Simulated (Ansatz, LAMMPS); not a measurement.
# Amorphous 29Ga2O3-71GeO2 (mol %) (86 atoms): a single point

Wanted: forces, charges and levels of amorphous 29Ga2O3-71GeO2 (mol %) (86 atoms).

Method: Kohn-Sham DFT, PBE, PAW (set soft_2), plane waves, in Ansatz 0.2.0.

## Step 1: The starting structure

The cell holds 86 atoms: 14 Ga, 17 Ge and 55 O. Cell: a = 10.359 Å, b = 10.359 Å, c = 10.359 Å, α = 90.0°, β = 90.0°, γ = 90.0°. 86 atoms (14 Fe, 17 Ge, 55 O) placed at random at 4.41 g/cm³, melted at 5000 K for 10 ps at fixed volume with the Morse and Coulomb pair potential with partial charges (Pedone, Malavasi, Menziani, Cormack and Segre, J. Phys. Chem. B 110, 11780 (2006)). Quenched from 5000 K to 300 K at 100 K/ps and fixed volume, held 5 ps, then minimised at fixed cell. Then Fe was replaced by Ga and the cell scaled by 1.006 (the potential has no terms for the new elements, so the cell is a start for a DFT relaxation).

Limits known from the start: The quench rate of 100 K/ps is many orders above laboratory rates, so the cell is likely richer in defects and strain than a real sample. The network of bonds at the start is that of the classical potential that made the cell, and needn't be the one that DFT or experiment would give. Sampling is at Γ alone, for a cell whose shortest periodic width is 10 Å.

## Step 2: How the cell was made

A classical potential makes the cell, at a small fraction of what the same run would cost in DFT.

This step: classical MD, Morse and Coulomb pair potential with partial charges (Pedone, Malavasi, Menziani, Cormack and Segre, J. Phys. Chem. B 110, 11780 (2006)) (LAMMPS 22 Jul 2025 - Update 4).

Contents of in.lmp:

```
# melt-quench of Fe14Ge17O55
units metal
atom_style charge
boundary p p p
region box block 0 10.2973 0 10.2973 0 10.2973
create_box 3 box
mass 1 55.8450   # Fe
mass 2 72.6300   # Ge
mass 3 15.9990   # O
create_atoms 1 random 14 207841 NULL overlap 1.5 maxtry 2000
create_atoms 2 random 17 207848 NULL overlap 1.5 maxtry 2000
create_atoms 3 random 55 207855 NULL overlap 1.5 maxtry 2000
pair_style hybrid/overlay pedone 5.5 coul/long 8.0
pair_coeff * * coul/long
pair_coeff 1 3 pedone 0.418981 1.620376 2.382183 2   # Fe-O
pair_coeff 2 3 pedone 0.158118 2.294230 2.261313 5   # Ge-O
pair_coeff 3 3 pedone 0.042395 1.379316 3.618701 22   # O-O
set type 1 charge 1.8
set type 2 charge 2.4
set type 3 charge -1.2
kspace_style pppm 1.0e-4
neigh_modify delay 0 every 1 check yes
thermo_style custom step time temp pe press density
thermo_modify norm yes
timestep 0.002
thermo 100
min_style cg
minimize 1e-4 1e-4 200 2000
reset_timestep 0
velocity all create 5000 207842 mom yes dist gaussian
fix lim all nve/limit 0.05
fix lan all langevin 5000 5000 0.2 207843 zero yes
thermo 500
run 1000 post no
# [... 10 lines left out ...]
thermo 1250
fix md all nvt temp 300 300 0.2
run 2500 post no
unfix md
thermo 100
min_style cg
minimize 0 1e-3 2000 20000
write_dump all custom glass.dump id type xs ys zs modify sort id
```

Started as:

```console
$ lmp -in in.lmp -log none -nocite
```

Numbers of over 12 decimals in the logs are rounded to 6 here.

Output:

```text
LAMMPS (22 Jul 2025 - Update 4)
Created orthogonal box = (0 0 0) to (10.2973 10.2973 10.2973)
Created 14 atoms
Created 17 atoms
Created 55 atoms
PPPM initialization ...
  G vector (1/distance) = 0.38760567
  grid = 12 12 12
  estimated relative force accuracy = 4.8415025e-05
   Step          Time           Temp          PotEng         Press         Density
         0   0              0             -0.26401584     884117.98      4.405044
        90   0.18           0             -15.079534     -68529.787      4.405044
Loop time of 0.0528819 s on 1 MPI rank(s) for 90 steps with 86 atoms
Minimization stats:
  Stopping criterion = energy tolerance
[... 36 lines left out ...]
     31250   62.5           331.94335     -15.11899      -53549.08       4.405044
     32000   64             272.48381     -15.118287     -34752.939      4.405044
Loop time of 0.852925 s on 1 MPI rank(s) for 2500 steps with 86 atoms
   Step          Time           Temp          PotEng         Press         Density
     32000   64             272.48381     -15.118287     -34752.939      4.405044
     32016   64.032         272.48381     -15.158942     -39510.27       4.405044
Loop time of 0.0278801 s on 1 MPI rank(s) for 16 steps with 86 atoms
Minimization stats:
  Stopping criterion = linesearch alpha is zero
  Energy initial, next-to-last, final =
      -15.118286791165  -15.1589420764848  -15.1589420764848
  Force two-norm initial, final = 12.921645 0.43803993
  Iterations, force evaluations = 16 65
```

It took 12 s on 1 thread of Arm Neoverse V2, shared host; peak memory 0.072 GiB.

## Step 3: Plane-wave single point

The electrons are solved once, with the atoms held.

Contents of input.yaml:

```yaml
crystal:
  lattice:
    - [10.35908, 0.0, 0.0]
    - [0.0, 10.35908, 0.0]
    - [0.0, 0.0, 10.35908]
  atoms:
    - { symbol: Ga, position: [0.49682, 0.93253, 0.15332] }
    - { symbol: Ga, position: [0.57318, 0.66678, 0.37022] }
    - { symbol: Ga, position: [0.27748, 0.22183, 0.37352] }
    - { symbol: Ga, position: [0.61406, 0.44181, 0.17126] }
    - { symbol: Ga, position: [0.53294, 0.89659, 0.49113] }
    - { symbol: Ga, position: [0.60078, 0.54963, 0.83227] }
    - { symbol: Ga, position: [0.1318, 0.13931, 0.06735] }
    - { symbol: Ga, position: [0.23437, 0.98783, 0.58254] }
    - { symbol: Ga, position: [0.45451, 0.95625, 0.84246] }
    - { symbol: Ga, position: [0.22537, 0.89505, 0.04447] }
    - { symbol: Ga, position: [0.63989, 0.26112, 0.85017] }
    - { symbol: Ga, position: [0.39376, 0.70086, 0.63527] }
    - { symbol: Ga, position: [0.53668, 0.15242, 0.39415] }
    - { symbol: Ga, position: [0.98045, 0.68084, 0.95727] }
    - { symbol: Ge, position: [0.76918, 0.92463, 0.03332] }
    - { symbol: Ge, position: [0.86639, 0.68411, 0.2408] }
    - { symbol: Ge, position: [0.02, 0.22794, 0.58326] }
    - { symbol: Ge, position: [0.0951, 0.49905, 0.40478] }
    - { symbol: Ge, position: [0.00408, 0.95847, 0.8129] }
    - { symbol: Ge, position: [0.73882, 0.0625, 0.6381] }
    - { symbol: Ge, position: [0.78424, 0.74019, 0.63606] }
    - { symbol: Ge, position: [0.40432, 0.19456, 0.09054] }
    - { symbol: Ge, position: [0.01267, 0.96118, 0.31877] }
    - { symbol: Ge, position: [0.32701, 0.49597, 0.21324] }
    - { symbol: Ge, position: [0.27213, 0.78714, 0.33919] }
    - { symbol: Ge, position: [0.25601, 0.22484, 0.79459] }
    - { symbol: Ge, position: [0.09587, 0.68223, 0.67006] }
    - { symbol: Ge, position: [0.46284, 0.39203, 0.60524] }
    - { symbol: Ge, position: [0.88616, 0.36218, 0.01576] }
    - { symbol: Ge, position: [0.79779, 0.18516, 0.24718] }
    - { symbol: Ge, position: [0.29315, 0.63725, 0.91477] }
    - { symbol: O, position: [0.62886, 0.10089, 0.75705] }
    - { symbol: O, position: [0.21757, 0.40138, 0.32387] }
    - { symbol: O, position: [0.59074, 0.38814, 0.71755] }
    - { symbol: O, position: [0.98073, 0.5751, 0.30317] }
    - { symbol: O, position: [0.77959, 0.32504, 0.14504] }
    - { symbol: O, position: [0.1547, 0.15865, 0.49394] }
    - { symbol: O, position: [0.26838, 0.24166, 0.9604] }
    - { symbol: O, position: [0.80844, 0.30532, 0.88405] }
    - { symbol: O, position: [0.61959, 0.49111, 0.99674] }
    - { symbol: O, position: [0.93721, 0.68048, 0.60334] }
    - { symbol: O, position: [0.58157, 0.85089, 0.29781] }
    - { symbol: O, position: [0.42362, 0.60342, 0.80316] }
    - { symbol: O, position: [0.34536, 0.33582, 0.70885] }
    - { symbol: O, position: [0.30958, 0.54503, 0.05095] }
    - { symbol: O, position: [0.16203, 0.60346, 0.81044] }
    - { symbol: O, position: [0.33745, 0.80177, 0.91592] }
    - { symbol: O, position: [0.12188, 0.01219, 0.9202] }
    - { symbol: O, position: [0.48944, 0.8606, 0.67836] }
    - { symbol: O, position: [0.60788, 0.90046, 0.99843] }
    - { symbol: O, position: [0.01807, 0.37075, 0.49041] }
    - { symbol: O, position: [0.00642, 0.78955, 0.80817] }
    - { symbol: O, position: [0.05779, 0.999, 0.66308] }
    - { symbol: O, position: [0.33246, 0.85425, 0.20061] }
    - { symbol: O, position: [0.7679, 0.05046, 0.14591] }
    - { symbol: O, position: [0.22544, 0.79664, 0.64889] }
    - { symbol: O, position: [0.79476, 0.90657, 0.65789] }
    - { symbol: O, position: [0.68465, 0.24967, 0.34994] }
    - { symbol: O, position: [0.46931, 0.54652, 0.54927] }
    - { symbol: O, position: [0.10168, 0.2474, 0.73238] }
    - { symbol: O, position: [0.39602, 0.77088, 0.44982] }
    - { symbol: O, position: [0.8443, 0.7743, 0.08337] }
    - { symbol: O, position: [0.37754, 0.02726, 0.01872] }
    - { symbol: O, position: [0.12622, 0.73986, 0.03983] }
    - { symbol: O, position: [0.86727, 0.97816, 0.9092] }
    - { symbol: O, position: [0.42502, 0.34665, 0.1795] }
    - { symbol: O, position: [0.15865, 0.58321, 0.54006] }
    - { symbol: O, position: [0.32234, 0.07636, 0.74134] }
    - { symbol: O, position: [0.47659, 0.56186, 0.26219] }
    - { symbol: O, position: [0.38612, 0.03172, 0.45785] }
    - { symbol: O, position: [0.43587, 0.28976, 0.47302] }
    - { symbol: O, position: [0.92616, 0.10666, 0.33158] }
    - { symbol: O, position: [0.25905, 0.1616, 0.20186] }
    - { symbol: O, position: [0.5012, 0.10652, 0.22071] }
    - { symbol: O, position: [0.53126, 0.22412, 0.98227] }
    - { symbol: O, position: [0.92666, 0.52015, 0.00668] }
    - { symbol: O, position: [0.86378, 0.16927, 0.61337] }
    - { symbol: O, position: [0.2358, 0.6322, 0.29514] }
    - { symbol: O, position: [0.15107, 0.89196, 0.3963] }
    - { symbol: O, position: [0.07934, 0.97922, 0.16604] }
    - { symbol: O, position: [0.90904, 0.82861, 0.3194] }
    - { symbol: O, position: [0.66673, 0.73306, 0.51674] }
    - { symbol: O, position: [0.72513, 0.66144, 0.76916] }
    - { symbol: O, position: [0.00296, 0.25786, 0.07004] }
    - { symbol: O, position: [0.72436, 0.60072, 0.26246] }
    - { symbol: O, position: [0.64107, 0.04334, 0.50372] }
kpoints:
  mp_grid: { grid: [1, 1, 1] }
hamiltonian:
  xc: pbe
scf:
  occupations: { method: fixed }
output:
  forces: true
  stress: true
  populations: true
  dos:
    method: { smearing: { sigma: 0.08 } }
    de: 0.1
    projected: { site_lists: { Ga: [Ga], Ge: [Ge], O: [O] } }
  eigenvalues: true
  write_density: true
  write_potential: true
  volumetric_format: npy
```

Started as:

```console
$ ansatz run input.yaml --threads 8 --pin off --max-ram 15872MiB --backend cpu --events-out ev --progress --plain --runs-dir out
```

Output:

```text
Engine: ansatz 0.2.0, aarch64-unknown-linux-gnu
Pseudopotentials: kind: paw
Pseudopotential: Ga, paw, valence charge 13, recommended cutoff 420 eV (normal), Ga.paw.azcp
Pseudopotential: Ge, paw, valence charge 14, recommended cutoff 420 eV (normal), Ge.paw.azcp
Pseudopotential: O, paw, valence charge 6, recommended cutoff 420 eV (normal), O.paw.azcp
Functional definition: PBE
  parameter kappa = 0.804
  parameter beta = 0.066725
  exchange = pbe_x(kappa = kappa, mu = beta*pi^2/3)
  correlation = pbe_c(beta = beta)
Crystal: 86 atoms, lattice volume = 1111.638 Å³
Basis set: ecut = 420 eV, 21823 PW (Γ), exchange–correlation on 144×144×144 points (8 copies of the dense FFT grid, shifted against one another)
Bands: 461, of which v1, the nominal top of the filled ones, is band 375 counted from 1 (374 counted from 0)
Symmetry: 1 space group operations
Space group: P1 (ITA 1), of the structure as read, at distance tolerance 1.0e-4 Å
k-points: 1
Non-local potential: Ga, projectors of the file, l = 0: 2, l = 1: 2, l = 2: 3, l = 3: 1
Non-local potential: Ge, projectors of the file, l = 0: 2, l = 1: 2, l = 2: 3, l = 3: 1
Non-local potential: O, projectors of the file, l = 0: 2, l = 1: 2, l = 2: 1
PAW form: soft (Blöchl's): semilocal exchange-correlation on the pseudo side does not see the compensation charge
PAW one-centre angular grid: Ga, 590 points (default); XC on 64 Gauss nodes
PAW one-centre angular grid: Ge, 590 points (default); XC on 64 Gauss nodes
PAW one-centre angular grid: O, 110 points (default); XC on 64 Gauss nodes
Initial density: superposition of atomic densities (neutral atoms: chi_scale 0, normalization atom), corrected by the library's trained network
Initial wavefunctions: pseudopotential atomic-orbital guess
Functional: x = pbe(κ = 0.804, μ = 0.219515), c = pbe(β = 0.066725)
SCF iter   1: F=—  HF=-157175.810567 eV  |F-HF|=—  |Δ(HF+E_count)|=         —  Δρ=3.19e-3  dr2=1.25e-1  ethr=1.77e-3  ⟨swp⟩=5.0  Hψ=1634  notcnv=0  defer=84
preconditioner: auto → Resta (q_TF=auto, 2.555 Å⁻¹)  ε∞=3.5  [insulator: Δε(μ)=0.957 eV  Ē_g=19.323 eV  n_scr=304 (ndim 8)  ℏωp=30.5 eV  f_vac=0.157  ε∞_Penn≈3.5]
SCF iter   2: F=—  HF=-157175.796981 eV  |F-HF|=—  |Δ(HF+E_count)|=   1.36e-2  Δρ=1.75e-3  dr2=2.55e-2  ethr=1.67e-5  ⟨swp⟩=2.0  Hψ=628  notcnv=0  defer=84
SCF iter   3: F=—  HF=-157175.796769 eV  |F-HF|=—  |Δ(HF+E_count)|=   2.12e-4  Δρ=7.53e-4  dr2=7.54e-3  ethr=3.40e-6  ⟨swp⟩=2.0  Hψ=651  notcnv=0  defer=84
SCF iter   4: F=—  HF=-157175.796371 eV  |F-HF|=—  |Δ(HF+E_count)|=   3.98e-4  Δρ=2.35e-4  dr2=6.07e-4  ethr=1.00e-6  ⟨swp⟩=2.0  Hψ=623  notcnv=0  defer=84
SCF iter   5: F=—  HF=-157175.796435 eV  |F-HF|=—  |Δ(HF+E_count)|=   6.37e-5  Δρ=1.25e-4  dr2=1.71e-4  ethr=8.10e-8  ⟨swp⟩=2.0  Hψ=746  notcnv=0  defer=82
SCF iter   6: F=—  HF=-157175.796444 eV  |F-HF|=—  |Δ(HF+E_count)|=   8.74e-6  Δρ=4.16e-5  dr2=1.84e-5  ethr=2.28e-8  ⟨swp⟩=2.0  Hψ=621  notcnv=0  defer=82
SCF iter   7: F=—  HF=-157175.797979 eV  |F-HF|=—  |Δ(HF+E_count)|=   1.54e-3  Δρ=1.97e-5  dr2=4.14e-6  ethr=2.46e-9  ⟨swp⟩=2.0  Hψ=836  notcnv=0  defer=81
SCF iter   8: F=—  HF=-157175.797981 eV  |F-HF|=—  |Δ(HF+E_count)|=   2.17e-6  Δρ=7.96e-6  dr2=7.51e-7  ethr=5.52e-10  ⟨swp⟩=2.0  Hψ=649  notcnv=0  defer=81
SCF iter   9: F=—  HF=-157175.797981 eV  |F-HF|=—  |Δ(HF+E_count)|=   3.08e-7  Δρ=3.02e-6  dr2=1.16e-7  ethr=1.00e-10  ⟨swp⟩=2.0  Hψ=755  notcnv=0  defer=81
SCF iter  10: F=-157175.797982 eV  HF=-157175.797982 eV  |F-HF|=7.57e-9  |Δ(HF+E_count)|=   7.37e-8  Δρ=1.30e-6  dr2=2.32e-8  ethr=1.33e-11  ⟨swp⟩=14.0  Hψ=3426  notcnv=0
SCF 1 converged in 10 iterations: F = -157175.797982 eV  dr2 = 2.32e-8
  greatest PAW one-centre occupation: 0.999 electrons in one spin orbital (limit 2), on the Ge atom at site 21 (counted from 0), in its partial waves of l = 2
SCF converged after 10 iterations
Free energy (F): -157175.797982 eV
Harris-Foulkes:  -157175.797982 eV  (|F-HF|=7.57e-9)
Internal energy: -157175.797982 eV  (E = F + TS)
E sigma→0 (E₀):  -157175.797982 eV
Fermi energy:    5.783369 eV
--- Per-component energies (eV) ---
  E_band       = -4842.243855
  E_kinetic    = 13141.566030
  E_local      = -102899.555362  (includes V_loc(G=0)·N_el)
  E_nonlocal   = 15956.425101
  E_hartree    = 44722.083845
  E_xc         = -6232.861520
  E_vxc        = -6999.502366  (∫ρ·V_xc dr)
  E_paw        = -71146.968173  (= ΣΔE_a)
  E_vpaw       = -13485.478100  (= ΣTr[D̂ρ^β])
  E_aug_tail   = 0.139076  (compensation charges beyond the density's cutoff)
  E_ewald      = -50716.626979
  E_smearing   = -0.000000  (= −TS)
  E_closure    = 0.000000  (closes the sum)
  Σ components = -157175.797982   (vs F -157175.797982, Δ=0.00e0)
--- Forces (eV/Å), atoms counted from 1 ---
  atom   1  Ga     0.32167026    -0.00732896     0.89399239
  atom   2  Ga     0.82498571     0.96506098    -0.81706763
  atom   3  Ga    -0.78139570    -0.00070179     0.37969893
  atom   4  Ga    -0.34098653     0.63361120    -1.51489958
  atom   5  Ga    -0.20811450     0.63701424    -0.12418796
  atom   6  Ga    -0.06888056     0.12720378     0.23009111
  atom   7  Ga    -1.31088093     0.36823124    -0.28318940
  atom   8  Ga    -0.05132274     0.69648030     0.68903931
  atom   9  Ga    -0.88357037    -0.27295304    -0.50125819
  atom  10  Ga    -0.85996554    -1.47848529    -0.44475121
  atom  11  Ga    -0.04264923    -0.22823790     0.43052161
  atom  12  Ga    -0.12271574     0.04746904     0.73114877
  atom  13  Ga     0.30380475    -0.02035099     0.20242911
  atom  14  Ga     0.93275772     0.50875037     0.44123619
[...]
atom  85  O     -1.90977651    -0.88324225     0.49173609
  atom  86  O     -0.77139139    -0.09041516    -1.73425228
  max |Σ_I F_I| component: 3.29e-5 eV/Å
--- Stress (GPa, compression-positive) ---
        1.068272       0.396802       0.271790
        0.396802       0.826967       1.752497
        0.271790       1.752497      -1.304273
  P = ⅓ Tr σ = 0.1970 GPa (1.970 kbar)
--- Band table (eV) ---
  k-point 0: bands = ["-19.1391", "-19.1165", "-19.0638", "-19.0589", [... 445 levels ...], "15.1509", "15.2202", "15.2699", "15.3395", "15.4182", "15.4653", "15.5190", "15.5266", "15.6037", "15.6658", "15.6889", "15.7852"]
--- Löwdin populations: 86 sites ---
  site symbol       q [e]
     0     Ga     11.9581
     1     Ga     11.9606
     2     Ga     11.9496
[...]
85      O      6.6726
  spilling = 0.004225 (of n_electrons = 750.000000)
```

The job ended after 13 s (8 threads of Arm Neoverse V2, shared host; peak memory 1.7 GiB; 93 s of CPU time).

Read from the output:

```
free energy                                      : -157175.7980 eV
free energy per atom                             : -1827.6256 eV/atom
SCF cycles                                       : 10
pressure                                         : 0.197 GPa
r.m.s. force component                           : 0.8737 eV/Å
longest force                                    : 2.664 eV/Å
Fermi energy                                     : 5.783 eV
gap (highest filled to lowest empty level) : 0.883 eV
spilling of the projection                       : 0.004225
```

Neighbours are counted within 2.17 Å (O-Ge), 2.50 Å (O-Ga).

Length of the force by element and coordination:

```csv
element,coordination,atoms,mean length of the force (eV/Å),spread,least,most
Ga,all,14,0.993,0.452,0.272,1.77
Ga,4,3,0.637,0.374,0.272,1.15
Ga,5,7,1.01,0.397,0.366,1.68
Ga,6,4,1.23,0.427,0.682,1.77
Ge,all,17,1.14,0.403,0.575,1.97
Ge,4,14,1.23,0.381,0.575,1.97
Ge,5,2,0.745,0.0722,0.673,0.817
Ge,6,1,0.604,0,0.604,0.604
O,all,55,1.55,0.647,0.320,2.66
O,2,25,1.32,0.523,0.327,2.27
O,3,27,1.77,0.653,0.320,2.66
O,4,3,1.58,0.830,0.461,2.44
```

Löwdin charges by element and coordination (they lack the spilled electrons, 0.037 e an atom on average):

```csv
element,coordination,atoms,mean charge (e),spread,least,most
Ga,all,14,1.03,0.0245,0.987,1.08
Ga,4,3,1.05,0.017,1.04,1.08
Ga,5,7,1.04,0.0128,1.02,1.05
Ga,6,4,1.00,0.0209,0.987,1.04
Ge,all,17,1.60,0.0223,1.54,1.64
Ge,4,14,1.61,0.0127,1.58,1.64
Ge,5,2,1.58,0.0114,1.57,1.59
Ge,6,1,1.54,0,1.54,1.54
O,all,55,-0.700,0.0325,-0.764,-0.625
O,2,25,-0.730,0.0179,-0.764,-0.692
O,3,27,-0.678,0.0138,-0.700,-0.648
O,4,3,-0.650,0.019,-0.672,-0.625
```

States in the cell by windows of 1 eV, zero at the Fermi level; the larger projections on atomic orbitals stand beside the total:

```csv
from (eV),to (eV),total,O p,Ge p,Ga d
-14,-13,95.3,1.4,0.3,91.2
-13,-12,9.0,0.2,0.1,8.0
-12,-11,0.0,0.0,0.0,0.0
-11,-10,0.1,0.1,0.0,0.0
-10,-9,10.1,5.6,0.3,0.1
-9,-8,11.1,6.4,0.5,0.1
-8,-7,12.9,7.8,0.8,0.1
-7,-6,21.6,14.1,2.0,0.1
-6,-5,32.1,23.1,4.5,0.2
-5,-4,34.1,25.8,3.4,0.3
-4,-3,43.1,35.5,2.1,0.3
-3,-2,54.6,49.3,1.3,0.3
-2,-1,76.4,72.7,0.8,0.3
-1,0,33.1,31.9,0.2,0.1
0,1,2.7,0.9,0.1,0.0
1,2,0.0,0.0,0.0,0.0
2,3,6.2,1.7,0.5,0.0
3,4,12.7,3.2,1.3,0.0
4,5,13.9,3.6,1.4,0.0
```

The curve was stored every 0.100 eV, coarse against its broadening of 0.08 eV, so these counts are rough.

With fixed occupations the program's Fermi level is the highest filled level.

Between -25 and -14 eV lie 316 more states.

The levels nearest the highest filled one (over half full), pooled over k-points and spins:

```csv
level less the highest filled one (eV),occupation
-0.483,2
-0.433,2
-0.328,2
-0.194,2
-0.0879,2
0,2
0.883,0
2.48,0
2.83,0
2.95,0
3.08,0
3.33,0
```

Electrostatic potential energy in the ac plane at fractional y = 0.242, with atoms of Ga and Ge and O within 0.2 Å of it. With pseudopotentials it is smooth inside the atoms' cores, unlike the true potential.

Ten even steps from '0' (-32 eV) to '9' (12 eV), each cell a mean:
```
99999830028898200588999999999
99999840049999744655789889999
99999864478999986433477679999
99998521147999985343468899999
99867300026899986433579999999
96102410037999998766789999999
84001654468999999988999999999
65336888889999999999999999987
11478999999999999999999988863
00168999999999999999999987740
00268999999999999999999999851
33688999999855889999999999875
88888887678622688899999999998
99999853346755767888899999999
99998743334788766761159999999
99998743335788777840027788999
99999865457899888973245457899
99999988888999999998752125899
99999998899889999999853236899
99999998887667899999876567899
68988999874224799999988888997
02787889862113689999999989971
01777888874224678999999988860
57888873367667202799999988886
```
Columns run along a (10.4 Å; values clipped at the 3rd and 97th percentile), rows up along c (10.4 Å). Atoms in or near the plane, at fractional coordinates: Ga at (0.64, 0.85), Ge at (0.02, 0.58), Ge at (0.26, 0.79), O at (0.27, 0.96), O at (0.68, 0.35), O at (0.10, 0.73), O at (0.53, 0.98), O at (0.00, 0.07).

[end of part 1 of 2]

[Logs are printed without paths, hosts, clocks, repeated set-up lines and the standing remarks that a program may print on its own settings, such as how far it seeks lower states.]

[Hosts, paths, dates, database ids (printed as entryN), source tags and the programs' standing remarks are cut or masked in the printed files.]
